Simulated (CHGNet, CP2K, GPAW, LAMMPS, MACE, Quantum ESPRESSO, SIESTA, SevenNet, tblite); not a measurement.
# Amorphous Si (114 atoms) in tblite

How near does tblite come to plane waves for amorphous Si (114 atoms)?

Calculated with tblite 0.8.0; the method is named at each step.

### 1. The starting structure

The cell holds 114 atoms: 114 Si. Cell: a = 13.280 Å, b = 13.280 Å, c = 13.280 Å, α = 90.0°, β = 90.0°, γ = 90.0°. 114 atoms (114 Si) placed at random at 2.27 g/cm³, melted at 3500 K for 10 ps at fixed volume with the Tersoff potential (Tersoff, Phys. Rev. B 39, 5566 (1989)). Quenched from 3500 K to 700 K at 10 K/ps and fixed volume, annealed at 1200 K for 20 ps, held 5 ps.

The yardstick, on the same geometry:

```
method                 : Kohn-Sham DFT, PBE, SSSP efficiency 1.3.0 pseudopotentials, plane waves (Quantum ESPRESSO 7.5); sssp-pbe-1.3.0-efficiency, cutoffs 45/360 Ry, Γ point
r.m.s. force component : 0.8128 eV/Å
longest force          : 3.968 eV/Å
pressure               : 0.7543 GPa
time                   : 5.9 min on 4 MPI ranks of Arm Neoverse V1, shared host
CPU time               : 24 min
```

### 2. GFN1-xTB

Method: GFN1-xTB tight binding, diagonalisation.

Contents of run.py:

```python
import numpy as np
from ase.io import read
from tblite.ase import TBLite

atoms = read("structure.xyz")
atoms.calc = TBLite(method="GFN1-xTB", electronic_temperature=580, accuracy=1.0, max_iterations=250, mixer_damping=0.1, verbosity=1)
energy = atoms.get_potential_energy()
forces = atoms.get_forces()
print(f"energy {energy:.6f} eV")
print("forces (eV/A)")
for i, (a, f) in enumerate(zip(atoms, forces)):
    print(f"{i:4d} {a.symbol:2s} {f[0]:10.5f} {f[1]:10.5f} {f[2]:10.5f}")
stress = -atoms.get_stress(voigt=False) * 160.21766
print("stress (GPa, compression positive)")
for row in stress:
    print(" ".join(f"{x:10.4f}" for x in row))
print("charges (e)")
print(np.array2string(atoms.get_charges(), precision=4, suppress_small=True, max_line_width=110, threshold=100000))
```

Contents of structure.xyz:

```xyz
114
Lattice="13.28010 0.00000 0.00000 0.00000 13.28010 0.00000 0.00000 0.00000 13.28010" Properties=species:S:1:pos:R:3 pbc="T T T"
Si 3.62162 6.04603 7.11481
Si 8.72011 10.94333 11.13417
Si 3.72427 3.78084 7.24151
Si 9.09687 4.90022 10.47309
Si 4.16836 6.47086 3.45787
Si 4.06437 1.77927 0.64422
Si 7.26860 7.28188 5.69982
Si 10.72408 0.12762 5.57924
Si 4.43024 8.11892 1.76400
Si 3.62932 0.08061 5.65626
Si 4.62519 12.02872 2.49892
Si 11.26179 4.52772 7.51468
Si 9.02808 7.86262 9.20112
Si 1.28272 5.67379 7.35372
Si 0.83744 7.26740 9.10670
Si 12.23403 1.65311 4.52559
Si 11.48476 8.33419 12.12473
Si 2.76107 2.27037 5.58574
Si 9.23711 9.68624 7.71786
Si 4.76025 7.32225 5.47299
Si 6.00287 3.12999 6.96701
Si 11.31212 8.26500 1.12323
Si 8.48479 5.61589 4.47978
Si 0.61606 1.01633 0.82111
Si 9.51506 9.82674 4.14658
Si 7.32451 6.65599 7.82981
Si 11.80667 9.99739 7.43739
Si 7.50445 9.75742 0.83598
Si 5.99836 0.51992 3.25057
Si 2.33398 8.48917 0.76507
Si 12.21450 1.35138 12.60242
Si 3.05256 2.99148 9.27296
Si 8.75105 6.06569 2.06638
Si 2.06745 2.82587 1.09242
Si 9.24521 1.41486 9.87880
Si 10.77428 13.18435 0.01859
Si 0.81234 12.35647 4.44326
Si 6.03979 10.44958 4.97366
Si 3.40913 10.26950 7.89382
Si 6.77272 0.85789 7.18892
Si 5.98654 12.83389 5.51748
Si 11.37321 12.27812 2.07927
Si 0.70185 10.23391 0.52802
Si 13.27598 10.14879 4.50740
Si 0.91912 9.40098 8.16487
Si 9.78225 12.33482 3.67527
Si 5.32559 0.41460 10.79473
Si 8.74800 2.29626 4.20674
Si 5.06503 9.79925 11.06684
Si 1.44434 8.94999 5.73740
Si 5.10487 6.98653 8.77084
Si 0.98937 6.75399 5.23595
Si 13.23070 3.74565 7.69024
Si 3.80063 9.61612 5.54989
Si 9.32834 3.00688 11.63350
Si 3.40010 0.63107 9.41360
[... 54 atom lines left out ...]
Si 11.37454 3.54738 12.75673
Si 8.48346 0.54913 0.46680
Si 8.30750 0.50212 2.81419
Si 2.92614 12.51464 7.61693
```

On the command line:

```console
OMP_NUM_THREADS=1 python run.py > output.txt
```

Output:

```text
------------------------------------------------------------
  cycle        total energy    energy error   density error
------------------------------------------------------------
      1     -207.9645110406  -2.0907187E+02   4.8197924E-01
      2     -208.3755528782  -4.1104184E-01   4.3575430E-01
      3     -207.6584458209   7.1710706E-01   2.0570766E-01
      4     -208.2843427660  -6.2589695E-01   4.8574764E-02
      5     -208.5570762071  -2.7273344E-01   1.1335524E-02
      6     -208.5723841639  -1.5307957E-02   4.3208348E-03
      7     -208.5735911074  -1.2069435E-03   1.5872181E-03
      8     -208.5736198904  -2.8782952E-05   9.5940010E-04
      9     -208.5736538163  -3.3925977E-05   6.1896853E-04
     10     -208.5736550550  -1.2386302E-06   3.8396245E-04
     11     -208.5736554384  -3.8342310E-07   2.0116743E-04
     12     -208.5736561152  -6.7684155E-07   7.2826818E-05
     13     -208.5736562956  -1.8039691E-07   3.0512758E-05
     14     -208.5736563253  -2.9624204E-08   1.6476186E-05
------------------------------------------------------------
 total:                                  11.178 sec
energy -5675.578277 eV
forces (eV/A)
   0 Si    0.33231    0.87212   -0.08866
   1 Si   -0.52397   -0.54769    0.36051
   2 Si    0.70288   -1.03130   -1.43732
   3 Si    0.47125    0.38169   -1.59654
   4 Si    1.19494   -0.59124   -1.04026
   5 Si   -0.00571   -1.13959   -0.40920
   6 Si   -0.60876   -0.13733   -2.05249
   7 Si    0.77426   -0.94110   -0.23878
   8 Si   -0.32179    1.32840    1.58695
   9 Si    1.31889   -0.08070   -1.37960
  10 Si    0.46324   -0.81031    0.48722
  11 Si   -4.75393    1.37069    0.53495
  12 Si   -0.06062   -0.80019   -1.09659
  13 Si   -0.38147    0.66569   -0.24575
  14 Si    0.70434   -0.59639    0.22307
  15 Si   -1.81603    1.84329   -0.41256
  16 Si    0.25718   -0.12784   -1.36300
  17 Si    0.67480    0.53496    0.39554
  18 Si    0.96114    0.85304    0.04664
  19 Si    0.70444    0.60114    0.51930
  20 Si    0.13748   -0.13965   -0.67537
  21 Si   -0.73577    1.68489    0.32066
  22 Si   -0.54717    0.38140    0.27702
  23 Si    0.75407    0.67689    0.35391
[...]
106 Si    0.04303    1.49419    0.79928
 107 Si    0.84311    0.74804    0.52307
 108 Si   -0.08718   -0.14971    0.83358
 109 Si   -0.41010   -0.79380   -0.83128
 110 Si   -0.75970    0.28774    0.90550
 111 Si    0.31392    1.76413    0.27487
 112 Si   -1.32780    0.51964   -1.09532
 113 Si    0.00661   -0.25455    1.41462
stress (GPa, compression positive)
   10.2100     0.4569    -0.3523
    0.4569     8.6981    -0.9617
   -0.3523    -0.9617     9.7453
charges (e)
[-0.0021 -0.0007  0.014   0.0734 -0.0456 -0.0413 -0.0396  0.0192 -0.0086 -0.0081 -0.0354 -0.0018 -0.0054
  0.0191  0.0049  0.0102 -0.0057  0.0267 -0.0203  0.0332  0.0399 -0.0398  0.0293 -0.016   0.0227  0.0128
  0.0263 -0.0079  0.0283  0.0079 -0.0184  0.0213  0.0312  0.0243  0.0216 -0.0111  0.0404  0.0793 -0.0165
 -0.0176 -0.0471 -0.023   0.0199 -0.0204  0.0255 -0.0038 -0.0242  0.0009 -0.029   0.0785  0.0247 -0.0353
 -0.0268 -0.0079 -0.0292  0.0088 -0.0506 -0.0366 -0.0168 -0.0232  0.069   0.0044 -0.0729 -0.0166  0.0074
  0.007   0.0001 -0.0246  0.0044  0.0579 -0.0194 -0.0432  0.0889  0.0064 -0.0355 -0.0102 -0.0071  0.0355
  0.0188 -0.0092 -0.0198 -0.01   -0.0174  0.0144  0.0653 -0.0335 -0.0212  0.0192 -0.0055 -0.0298 -0.0087
  0.0413 -0.0025 -0.0015 -0.0192 -0.042   0.0129  0.0337  0.0355 -0.0113 -0.0197 -0.0021  0.0775  0.0313
  0.0022 -0.0447 -0.0381 -0.0066 -0.0079 -0.0225 -0.0026  0.002  -0.0383 -0.0199]
```

Elapsed: 12 s, on 1 thread of Arm Neoverse V1, shared host; peak memory 0.23 GiB.

Banners, paths, timers and routine set-up lines are dropped from the logs unmarked, and long logs keep their key lines alone; longer cuts are marked.

Against the reference:

- r.m.s. force component: 0.9759 eV/Å
- r.m.s. difference of force components: 308.9 meV/Å
- longest difference of force vectors: 1121 meV/Å
- force difference over r.m.s. force: 38 %
- slope of forces against the reference's: 1.149
- correlation of force components: 0.9566
- pressure: 9.551 GPa
- pressure difference: 8.797 GPa

The surroundings of Si35, picked at random, nearest first, numbered as they follow in the input and with coordinates relative to it.

| atom | x | y | z | distance (Å) | bonds | Mulliken charge (e) | Fx | Fy | Fz (eV/Å) |
| --- | --- | --- | --- | --- | --- | --- | --- | --- | --- |
| Si35 | 0.00 | 0.00 | 0.00 | 0.00 | 4 | 0.02 | 0.27 | -1.13 | -0.38 |
| Si55 | 0.08 | 1.59 | 1.75 | 2.37 | 4 | -0.03 | -0.37 | -1.34 | 1.51 |
| Si88 | 0.11 | 1.56 | -1.80 | 2.38 | 4 | 0.02 | 1.20 | 0.32 | -0.35 |
| Si105 | 2.07 | -1.38 | -0.41 | 2.52 | 4 | 0.00 | -0.67 | 0.01 | -0.29 |
| Si97 | -2.08 | -1.45 | -0.57 | 2.60 | 4 | 0.01 | 0.55 | 0.15 | 0.32 |
| Si58 | -0.23 | -0.12 | -3.44 | 3.45 | 4 | -0.04 | -1.24 | 1.07 | -0.05 |
| Si4 | -0.15 | 3.49 | 0.59 | 3.54 | 4 | 0.07 | 0.47 | 0.38 | -1.60 |
| Si100 | 1.57 | -2.84 | 1.45 | 3.55 | 4 | -0.01 | -0.03 | 1.04 | -0.52 |
| Si72 | -1.83 | 2.82 | -1.36 | 3.63 | 5 | -0.04 | 0.21 | 1.08 | -0.41 |
| Si40 | -2.47 | -0.56 | -2.69 | 3.70 | 4 | -0.02 | 0.65 | 0.49 | 0.31 |

Atoms are counted from 1 here, from 0 in the log.

Forces lie 38 % from the reference's, at 0.0084 times its CPU time (on 1 against 4 cores).

Further runs of this program without a result: tblite GFN2-xTB (not converged).

### 3. Results

| Quantity | Value |
| --- | --- |
| force difference from the reference | tblite GFN1-xTB, 38 % |
| its CPU time | 12 s |

What this shows: Tight binding differs by 38 % (tblite GFN1-xTB); it is another model, with fitted parameters of its own, and the xTB methods hold dispersion. One electronic-structure run takes under half the reference's CPU time: tblite GFN1-xTB, at 38 % in 12 s against 24 min; its pressure misses by +8.8 GPa. Periodic xTB results under one method name differ between programs and library versions. The reference's pressure holds the uncorrected Pulay stress of its 45 Ry basis, so small pressure differences, and their order, may be the reference's own error. The quench rate of 10 K/ps is many orders above laboratory rates, so the cell is likely richer in defects and strain than a real sample. The network of bonds at the start is that of the classical potential that made the cell, and needn't be the one that DFT or experiment would give. The electronic-structure runs sample only Γ, in a cell whose shortest periodic width is 13 Å, which is coarse for a cell with partly filled levels.

[Also dropped from logs without a mark: logging warnings of Python, and SIESTA's first energy breakdown and zero terms.]

[Logs are printed without paths, hosts, clocks, repeated set-up lines and the standing remarks that a program may print on its own settings, such as how far it seeks lower states.]

[Hosts, paths, dates, database ids (printed as entryN), source tags and the programs' standing remarks are cut or masked in the printed files.]
